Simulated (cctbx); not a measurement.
## A crystallographic session in cctbx: LaDy3Ge2Ru4Pb2

Library: cctbx 2025.11. The data are simulated by the first script.

## 1. Simulate the data

run.py:

```python
from cctbx import adptbx, crystal, miller, sgtbx, xray
from cctbx.array_family import flex
from iotbx.shelx import hklf
from scitbx import matrix
import scitbx.random

cs = crystal.symmetry(unit_cell=(4.621, 14.306, 7.683, 90, 90, 90), space_group_symbol='Hall: P 2 2ab -1ab')  # Pmmn
atoms = [  # label, site, U (iso, or U11 U22 U33 U12 U13 U23 in A^2), occupancy
    ("Pb1", (0.5, 0.3533, 0.4108), (0.0177, 0.0100, 0.0219, 0.0000, 0.0000, 0.0006), 1),
    ("Dy1", (0.5, 0.5, 0.7036), (0.0083, 0.0078, 0.0144, 0.0000, 0.0000, 0.0000), 1),
    ("Dy2", (0.5, 0.2526, 0.7859), (0.0156, 0.0072, 0.0062, 0.0000, 0.0000, 0.0001), 1),
    ("La1", (0.5, 0, 0.7084), (0.0071, 0.0073, 0.0067, 0.0000, 0.0000, 0.0000), 1),
    ("Ru1", (0.5, 0.8492, 0.4206), (0.0209, 0.0209, 0.0084, 0.0000, 0.0000, 0.0012), 1),
    ("Ru2", (0.5, 0.3902, 0.0783), (0.0077, 0.0037, 0.0085, 0.0000, 0.0000, -0.0016), 1),
    ("Ge1", (0.5, 0.9011, 0.0949), (0.0173, 0.0232, 0.0146, 0.0000, 0.0000, -0.0085), 1),
]
xs = xray.structure(crystal_symmetry=cs)
for label, site, u, occ in atoms:
    u = adptbx.u_cif_as_u_star(cs.unit_cell(), u) if isinstance(u, tuple) else u
    xs.add_scatterer(xray.scatterer(label, site=site, u=u, occupancy=occ))
xs.set_inelastic_form_factors(0.4959, "sasaki")
xs.show_summary()
p1 = xs.expand_to_p1()
ms = miller.build_set(p1, anomalous_flag=True, d_min=0.7)
flex.set_random_seed(146510)
scitbx.random.set_random_seed(146510)
ms = ms.select(flex.random_double(ms.size()) < 0.5)
i = ms.structure_factors_from_scatterers(p1, algorithm="direct").f_calc().as_intensity_array().data()
i = i * 20000 / flex.max(i)
sig = flex.sqrt(i + flex.pow2(0.015 * i) + 15 ** 2)
noise = scitbx.random.variate(scitbx.random.normal_distribution())(i.size())
data = ms.array(data=i + sig * noise, sigmas=sig).set_observation_type_xray_intensity()
with open("data.hkl", "w") as f:
    data.export_as_shelx_hklf(f)
print("reflections written:", data.size(), " <I/sigma> = %.1f" % flex.mean(data.data() / data.sigmas()))
for h, a, b in list(data.sort("data"))[:12]:
    print("%4d%4d%4d %9.1f %7.1f" % (h + (a, b)))
```

```console
$ python run.py
```

```text
Number of scatterers: 7
At special positions: 7
Unit cell: (4.621, 14.306, 7.683, 90, 90, 90)
Space group: P m m n :1 (No. 59)
reflections written: 3113  <I/sigma> = 10.0
  -1  -4   1   20126.2   332.0
   1   4  -1   20104.5   332.0
   1   4   1   19987.5   332.0
   1  -4  -1   19580.4   332.0
  -1   4   1   19415.3   332.0
   3   0  -3   17274.7   291.9
   3   0   3   16929.3   291.9
   4   0   0   16858.6   289.3
   0  -4  -2   16559.4   279.8
   0  -4   2   16530.1   279.8
   0   4   2   16232.6   279.8
   0  -8   0   15440.3   266.4
```

Run time: 0.28 s on 1 thread of Arm Neoverse V2, on a shared host, peak memory 0.07 GiB.

## 2. Symmetry

run.py:

```python
from cctbx import crystal, sgtbx, statistics
from cctbx.array_family import flex
from iotbx.shelx import hklf

p1 = crystal.symmetry(unit_cell=(4.621, 14.306, 7.683, 90, 90, 90), space_group_symbol="P 1")
raw = hklf.reader(file_name="data.hkl").as_miller_arrays(crystal_symmetry=p1, anomalous=True)[0]
print(raw.size(), "reflections to d = %.3f A" % raw.d_min())
isig = raw.data() / raw.sigmas()
print("centring   violations  <I/sigma> of those")
best = "P"
for c in "ABCIRF":
    a = raw.customized_copy(space_group_info=sgtbx.space_group_info("Hall: %s 1" % c)).sys_absent_flags().data()
    m = flex.mean(isig.select(a))
    print("%5s %10d of %5d %8.1f" % (c, (isig.select(a) > 4).count(True), a.count(True), m))
    if (isig.select(a) > 4).count(True) < 0.01 * a.count(True):
        best = c
raw = raw.select(~raw.customized_copy(space_group_info=sgtbx.space_group_info("Hall: %s 1" % best)).sys_absent_flags().data())
isig = raw.data() / raw.sigmas()
rows = []
for s in sgtbx.space_group_symbol_iterator():
    g = sgtbx.space_group(s)
    if g.conventional_centring_type_symbol() != best or not g.is_compatible_unit_cell(p1.unit_cell(), 1e-3, 0.02):
        continue
    rows.append((s, g))
print("Laue class    unique    Rint  (classes that these axes allow; Friedel mates merged)")
rint = {}
for s, g in rows:
    laue = g.build_derived_patterson_group()
    key = laue.type().hall_symbol()
    if key not in rint:
        m = raw.customized_copy(space_group_info=laue.info(), anomalous_flag=False).merge_equivalents()
        rint[key] = m.r_int()
        print("%-14s %6d %7.3f" % (laue.type().lookup_symbol(), m.array().size(), m.r_int()))
floor = min(rint.values())
good = [(s, g) for s, g in rows if rint[g.build_derived_patterson_group().type().hall_symbol()] < 2 * floor + 0.03]
top = max(g.build_derived_patterson_group().order_z() for s, g in good)
print("space group    extra absences  I>4sigma  <I/sigma>")
for s, g in good:
    laue = g.build_derived_patterson_group()
    if laue.order_z() != top:
        continue
    a = raw.customized_copy(space_group_info=g.info()).sys_absent_flags().data()
    a &= ~raw.customized_copy(space_group_info=laue.info()).sys_absent_flags().data()
    bad = (isig.select(a) > 4).count(True)
    if bad <= 0.03 * a.count(True):
        print("%-16s %8d %10d %9s  %s" % (s.universal_hermann_mauguin(), a.count(True), bad, "%.1f" % flex.mean(isig.select(a)) if a.count(True) else "-", "centric" if g.is_centric() else "acentric"))
laue = max(good, key=lambda t: t[1].build_derived_patterson_group().order_z())[1].build_derived_patterson_group()
f = raw.customized_copy(space_group_info=laue.info(), anomalous_flag=False).merge_equivalents().array().eliminate_sys_absent().f_sq_as_f()
f.set_observation_type_xray_amplitude()
bins = max(3, min(8, f.size() // 12))
f.setup_binner(n_bins=bins)
w = statistics.wilson_plot(f, {e: n / laue.order_z() for e, n in {'Pb': 4.0, 'Dy': 6.0, 'La': 2.0, 'Ru': 8.0, 'Ge': 4.0}.items()}, e_statistics=True)
print("Wilson B = %.2f A^2   <|E^2-1|> = %.3f (0.968 centric, 0.736 acentric)   E^2>4: %.1f %%" % (w.wilson_b, w.mean_e_sq_minus_1, w.percent_e_sq_gt_2))
print("shell (A)         n   <I/sigma>")
m = raw.customized_copy(space_group_info=laue.info(), anomalous_flag=False).merge_equivalents().array().eliminate_sys_absent()
for b in m.setup_binner(n_bins=bins).range_used():
    sel = m.binner().selection(b)
    print("%5.2f - %4.2f %6d %8.1f" % (min(m.binner().bin_d_range(b)[0] if m.binner().bin_d_range(b)[0] > 0 else 99, 99), m.binner().bin_d_range(b)[1], sel.count(True), flex.mean((m.data() / m.sigmas()).select(sel))))
```

```console
$ python run.py
```

```text
3113 reflections to d = 0.701 A
centring   violations  <I/sigma> of those
    A        850 of  1576     10.2
    B        827 of  1540     10.8
    C        797 of  1560     10.0
    I        745 of  1527     10.1
    R       1085 of  2115      9.9
    F       1237 of  2338     10.3
Laue class    unique    Rint  (classes that these axes allow; Friedel mates merged)
P -1             2307   0.024
P 1 2/m 1        1486   0.029
P 1 1 2/m        1501   0.027
P 2/m 1 1        1553   0.028
P m m m           918   0.031
space group    extra absences  I>4sigma  <I/sigma>
P 2 2 2                 0          0         -  acentric
P 21 2 2                5          0      -0.1  acentric
P 2 21 2               13          0       0.5  acentric
P 21 21 2              18          0       0.4  acentric
P m m 2                 0          0         -  acentric
P 2 m m                 0          0         -  acentric
P m 2 m                 0          0         -  acentric
P 21 m n              113          0      -0.1  acentric
P m 21 n              113          0      -0.1  acentric
P m m m                 0          0         -  centric
P m m n :1            113          0      -0.1  centric
P m m n :2            113          0      -0.1  centric
Wilson B = 0.74 A^2   <|E^2-1|> = 1.227 (0.968 centric, 0.736 acentric)   E^2>4: 6.6 %
shell (A)         n   <I/sigma>
14.31 - 1.40    133     21.2
 1.40 - 1.11    112     22.1
 1.11 - 0.97    121     18.1
 0.97 - 0.88    114     20.1
 0.88 - 0.82    110     11.8
 0.82 - 0.77    102     15.6
 0.77 - 0.73    120     10.7
 0.73 - 0.70    106     12.9
```

Time: 0.38 s.

## 3. Charge flipping

run.py:

```python
import itertools
from cctbx import crystal, maptbx
from cctbx.array_family import flex
from iotbx.shelx import hklf
from smtbx.ab_initio import charge_flipping as cf

cs = crystal.symmetry(unit_cell=(4.621, 14.306, 7.683, 90, 90, 90), space_group_symbol='Hall: P 2 2ab -1ab')  # Pmmn
raw = hklf.reader(file_name="data.hkl").as_miller_arrays(crystal_symmetry=cs, anomalous=True)[0]
merged = raw.eliminate_sys_absent().merge_equivalents()
fo2 = merged.array().set_observation_type_xray_intensity()
f = fo2.average_bijvoet_mates().f_sq_as_f().resolution_filter(d_min=0.8)
p1 = f.expand_to_p1()
p1.setup_binner_counting_sorted(reflections_per_bin=max(40, p1.size() // 12))
work = p1.array(data=p1.data() / p1.amplitude_quasi_normalisations().data())
flex.set_random_seed(45513)
it = cf.weak_reflection_improved_iterator(delta=None, weak_reflection_fraction=0.2)
it.start(work, phases=flex.random_double(p1.size()) * 6.2832, f_000=0)
it.delta = 1 * it.rho_map.sigma()
print("cycle      R  skewness")
for n, st in enumerate(itertools.islice(it, 300)):
    if n % 25 == 0:
        print("%5d %6.3f %8.2f" % (n, st.r1_factor(), st.rho_map.skewness()))
rho = p1.phase_transfer(it.f_calc).fft_map().apply_volume_scaling()
polish = cf.low_density_elimination_iterator(constant_rho_c=rho.sigma())
polish.start(f_obs=p1, phases=it.f_calc, f_000=0)
for _ in range(8):
    next(polish)
print("origin shift          correlation  skewness")
maps = []
for fc, shift, cc in itertools.islice(cf.f_calc_symmetrisations(f, polish.f_calc, 0), 4):
    m = f.phase_transfer(fc).fft_map(symmetry_flags=maptbx.use_space_group_symmetry, resolution_factor=0.25).apply_sigma_scaling()
    maps.append((m.skewness(), cc, m))
    print("%6.3f %6.3f %6.3f %10.3f %9.2f" % (tuple(shift) + (cc, m.skewness())))
skew, cc, m = max((t for t in maps if t[1] > maps[0][1] - 0.04), key=lambda t: t[0])
print("taken: symmetry correlation %.3f, skewness %.2f" % (cc, skew))
peaks = m.peak_search(parameters=maptbx.peak_search_parameters(min_distance_sym_equiv=0.9, max_clusters=12)).all()
sps = cs.special_position_settings(min_distance_sym_equiv=0.5)
print("peak      x       y       z  mult  height/sigma")
for k, (x, h) in enumerate(zip(peaks.sites(), peaks.heights())):
    ss = sps.site_symmetry(x)
    print("Q%-3d %7.4f %7.4f %7.4f %4d %8.1f" % ((k + 1,) + tuple(t % 1 for t in ss.exact_site()) + (ss.multiplicity(), h)))
```

```console
$ python run.py
```

```text
cycle      R  skewness
    0  0.632     0.20
   25  0.498     1.36
   50  0.488     1.50
   75  0.496     1.73
  100  0.489     1.83
  125  0.494     1.87
  150  0.491     1.80
  175  0.497     2.01
  200  0.504     1.91
  225  0.510     1.89
  250  0.488     1.82
  275  0.491     1.87
origin shift          correlation  skewness
 0.016  0.150  0.077      0.852      3.37
 0.016  0.400  0.077      0.852      3.62
 0.003  0.300  0.081      0.832      2.86
 0.352  0.153  0.071      0.839      1.78
taken: symmetry correlation 0.852, skewness 3.62
peak      x       y       z  mult  height/sigma
Q1    0.0000  0.0000  0.2931    2     12.8
Q2    0.0000  0.2522  0.2017    4     12.5
Q3    0.0000  0.5000  0.3005    2     11.5
Q4    0.0000  0.3504  0.5820    4     10.1
Q5    0.0000  0.3970  0.9098    4      9.1
Q6    0.0000  0.0972  0.9149    4      7.3
Q7    0.0000  0.1501  0.5852    4      4.9
Q8    0.2563  0.1245  0.5211    8      3.2
Q9    0.2016  0.0000  0.6734    4      2.7
Q10   0.2519  0.1158  0.9973    8      2.3
Q11   0.2235  0.3513  0.3437    8      2.1
Q12   0.0000  0.4184  0.4823    4      2.0
```

Time: 0.46 s.

## 4. Refinement (model from the peaks)

run.py:

```python
import math
from cctbx import adptbx, crystal, maptbx, sgtbx, xray
from cctbx.array_family import flex
from cctbx.xray import observations
from iotbx.shelx import hklf
from scitbx.lstbx import normal_eqns_solving
from smtbx import absolute_structure, utils
from smtbx.refinement import constraints, least_squares

cs = crystal.symmetry(unit_cell=(4.621, 14.306, 7.683, 90, 90, 90), space_group_symbol='Hall: P 2 2ab -1ab')  # Pmmn
atoms = [  # label, site, U (iso, or U11 U22 U33 U12 U13 U23 in A^2), occupancy
    ("Dy1", (0, 0, 0.2931), 0.0200, 1),
    ("Pb1", (0, 0.2522, 0.2017), 0.0200, 1),
    ("La1", (0, 0.5, 0.3005), 0.0200, 1),
    ("Dy2", (0, 0.3504, 0.582), 0.0200, 1),
    ("Ru1", (0, 0.397, 0.9098), 0.0200, 1),
    ("Ru2", (0, 0.0972, 0.9149), 0.0200, 1),
    ("Ge1", (0, 0.1501, 0.5852), 0.0200, 1),
]
xs = xray.structure(crystal_symmetry=cs)
for label, site, u, occ in atoms:
    u = adptbx.u_cif_as_u_star(cs.unit_cell(), u) if isinstance(u, tuple) else u
    xs.add_scatterer(xray.scatterer(label, site=site, u=u, occupancy=occ))
xs.set_inelastic_form_factors(0.4959, "sasaki")
raw = hklf.reader(file_name="data.hkl").as_miller_arrays(crystal_symmetry=cs, anomalous=True)[0]
merged = raw.eliminate_sys_absent().merge_equivalents()
fo2 = merged.array().set_observation_type_xray_intensity()
print("Rint %.3f, %d unique reflections to %.2f A" % (merged.r_int(), fo2.size(), fo2.d_min()))
for sc in xs.scatterers():
    sc.flags.set_grad_site(True)
    sc.flags.set_grad_u_aniso(sc.flags.use_u_aniso())
    sc.flags.set_grad_u_iso(sc.flags.use_u_iso())
obs = fo2.as_xray_observations()
extra = {}
rep = constraints.reparametrisation(xs, [], utils.connectivity_table(xs), **extra)
ls = least_squares.crystallographic_ls(obs, rep, weighting_scheme=least_squares.mainstream_shelx_weighting(a=0, b=0))
print("cycle     R1     wR2    GooF  max shift (A)")
for cycle in range(6):
    ls.build_up()
    r1, wr2, goof = ls.r1_factor(cutoff_factor=2)[0], ls.wR2(), ls.goof()
    old = xs.sites_cart()
    normal_eqns_solving.levenberg_marquardt_iterations(ls, n_max_iterations=3, tau=0.0001, step_threshold=1e-7)
    big = flex.max((xs.sites_cart() - old).norms())
    print("%4d %7.4f %7.4f %7.3f %9.5f" % (cycle + 1, r1, wr2, goof, big))
    ls.build_up(objective_only=True)
    if abs(ls.wR2() - wr2) < 5e-5 and big < 5e-4:
        break
ls.build_up()
print("final R1 %.4f wR2 %.4f GooF %.3f  parameters %d  data/parameter %.1f" % (ls.r1_factor(cutoff_factor=2)[0], ls.wR2(), ls.goof(), ls.n_parameters, fo2.size() / ls.n_parameters))
cov = ls.covariance_matrix_and_annotations()
su = dict(zip(cov.annotations, (math.sqrt(max(v, 0)) for v in cov.matrix.matrix_packed_u_diagonal())))
a2 = cs.unit_cell().reciprocal_parameters()[0] ** -2
print("atom        x        y        z      Ueq    occ   su(xyz)  su(Uiso or U11)")
for sc in xs.scatterers():
    s = max(su.get(sc.label + k, 0) for k in (".x", ".y", ".z"))
    npd = "" if sc.is_positive_definite_u(cs.unit_cell()) else "  NPD"
    print("%-5s %8.5f %8.5f %8.5f %8.4f %6.3f %8.5f %7.4f%s" % ((sc.label,) + sc.site + (sc.u_iso_or_equiv(cs.unit_cell()), sc.occupancy, s, su.get(sc.label + ".uiso", su.get(sc.label + ".u11", 0) * a2), npd)))
fo = fo2.f_sq_as_f()
fc = fo.structure_factors_from_scatterers(xs, algorithm="direct").f_calc()
diff = fo.f_obs_minus_f_calc(1 / math.sqrt(ls.scale_factor()), fc).average_bijvoet_mates()
m = diff.fft_map(symmetry_flags=maptbx.use_space_group_symmetry, resolution_factor=0.25).apply_volume_scaling()
print("difference map: max %.2f min %.2f rms %.2f" % (m.statistics().max(), m.statistics().min(), m.statistics().sigma()))
peaks = m.peak_search(parameters=maptbx.peak_search_parameters(min_distance_sym_equiv=0.6, max_clusters=5)).all()
near = xs.closest_distances(peaks.sites(), distance_cutoff=4)
sps = cs.special_position_settings(min_distance_sym_equiv=0.5)
for k, (x, h) in enumerate(zip(peaks.sites(), peaks.heights())):
    ss = sps.site_symmetry(x)
    print("Q%-3d %7.4f %7.4f %7.4f %4d %7.2f  %.2f A from %s" % ((k + 1,) + tuple(t % 1 for t in ss.exact_site()) + (ss.multiplicity(), h, near.smallest_distances[k], xs.scatterers()[near.i_seqs[k]].label)))
```

```console
$ python run.py
```

```text
Rint 0.031, 865 unique reflections to 0.70 A
cycle     R1     wR2    GooF  max shift (A)
   1  0.3275  0.4884  14.488   0.13367
   2  0.1214  0.2191   6.500   0.00230
   3  0.1214  0.2189   6.495   0.00001
final R1 0.1214 wR2 0.2189 GooF 6.495  parameters 19  data/parameter 45.5
atom        x        y        z      Ueq    occ   su(xyz)  su(Uiso or U11)
Dy1    0.00000  0.00000  0.29135   0.0163  1.000  0.00064  0.0010
Pb1    0.00000  0.25209  0.21367   0.0197  1.000  0.00034  0.0006
La1    0.00000  0.50000  0.29610   0.0019  1.000  0.00056  0.0008
Dy2    0.00000  0.35342  0.58909   0.0036  1.000  0.00036  0.0005
Ru1    0.00000  0.39005  0.92158   0.0041  1.000  0.00060  0.0008
Ru2    0.00000  0.09861  0.90657   0.0270  1.000  0.00101  0.0014
Ge1    0.00000  0.15062  0.58007   0.0024  1.000  0.00072  0.0010
difference map: max 28.01 min -20.04 rms 2.41
Q1    0.0000  0.3520  0.6386    4   28.79  0.38 A from Dy2
Q2    0.0000  0.3526  0.5385    4   24.25  0.39 A from Dy2
Q3    0.0000  0.5000  0.3382    2   22.54  0.32 A from La1
Q4    0.0000  0.1664  0.5733    4   12.97  0.23 A from Ge1
Q5    0.0000  0.3842  0.8677    4    6.87  0.42 A from Ru1
```

Time: 0.5 s.

Figures of merit this high mean that the model is still wrong or incomplete.

## 5. Refinement (anisotropic displacement)

run.py, as its changes from the last script of this kind:

```diff
@@ -12,7 +12,7 @@
-    ("Dy1", (0, 0, 0.2931), 0.0200, 1),
-    ("Pb1", (0, 0.2522, 0.2017), 0.0200, 1),
-    ("La1", (0, 0.5, 0.3005), 0.0200, 1),
-    ("Dy2", (0, 0.3504, 0.582), 0.0200, 1),
-    ("Ru1", (0, 0.397, 0.9098), 0.0200, 1),
-    ("Ru2", (0, 0.0972, 0.9149), 0.0200, 1),
-    ("Ge1", (0, 0.1501, 0.5852), 0.0200, 1),
+    ("Dy1", (0, 0, 0.29135), 0.0163, 1),
+    ("Pb1", (0, 0.25209, 0.21367), 0.0197, 1),
+    ("La1", (0, 0.5, 0.2961), 0.0030, 1),
+    ("Dy2", (0, 0.35342, 0.58909), 0.0036, 1),
+    ("Ru1", (0, 0.39005, 0.92158), 0.0041, 1),
+    ("Ru2", (0, 0.09861, 0.90657), 0.0270, 1),
+    ("Ge1", (0, 0.15062, 0.58007), 0.0030, 1),
@@ -24,0 +25 @@
+xs.convert_to_anisotropic()
@@ -38 +39 @@
-for cycle in range(6):
+for cycle in range(8):
@@ -42 +43 @@
-    normal_eqns_solving.levenberg_marquardt_iterations(ls, n_max_iterations=3, tau=0.0001, step_threshold=1e-7)
+    normal_eqns_solving.levenberg_marquardt_iterations(ls, n_max_iterations=3, tau=1e-06, step_threshold=1e-7)
@@ -63 +64 @@
-peaks = m.peak_search(parameters=maptbx.peak_search_parameters(min_distance_sym_equiv=0.6, max_clusters=5)).all()
+peaks = m.peak_search(parameters=maptbx.peak_search_parameters(min_distance_sym_equiv=0.6, max_clusters=6)).all()
```

```console
$ python run.py
```

```text
Rint 0.031, 865 unique reflections to 0.70 A
cycle     R1     wR2    GooF  max shift (A)
   1  0.1216  0.2193   6.580   0.00807
   2  0.1010  0.2002   6.006   0.00003
final R1 0.1010 wR2 0.2002 GooF 6.006  parameters 38  data/parameter 22.8
atom        x        y        z      Ueq    occ   su(xyz)  su(Uiso or U11)
Dy1    0.00000  0.00000  0.29175   0.0161  1.000  0.00061  0.0020
Pb1    0.00000  0.25216  0.21374   0.0199  1.000  0.00031  0.0014
La1    0.00000  0.50000  0.29629   0.0016  1.000  0.00056  0.0016  NPD
Dy2    0.00000  0.35334  0.58932   0.0036  1.000  0.00035  0.0009  NPD
Ru1    0.00000  0.39028  0.92118   0.0048  1.000  0.00060  0.0018
Ru2    0.00000  0.09913  0.90615   0.0275  1.000  0.00094  0.0032
Ge1    0.00000  0.15068  0.57920   0.0023  1.000  0.00063  0.0020  NPD
difference map: max 17.55 min -14.39 rms 2.19
Q1    0.0655  0.3483  0.5843    8   17.79  0.31 A from Dy2
Q2    0.0000  0.5000  0.2989    2   16.03  0.02 A from La1
Q3    0.0000  0.1643  0.5813    4    9.78  0.20 A from Ge1
Q4    0.0000  0.5000  0.1092    2    5.54  1.44 A from La1
Q5    0.0000  0.3912  0.9911    4    5.04  0.54 A from Ru1
Q6    0.0000  0.3872  0.8639    4    4.81  0.44 A from Ru1
```

Run time: 0.46 s on 1 thread of Arm Neoverse V2, on a shared host, peak memory 0.09 GiB.

Figures of merit this high mean that the model is still wrong or incomplete.

[Logs are printed without paths, hosts, clocks, repeated set-up lines and the standing remarks that a program may print on its own settings, such as how far it seeks lower states.]
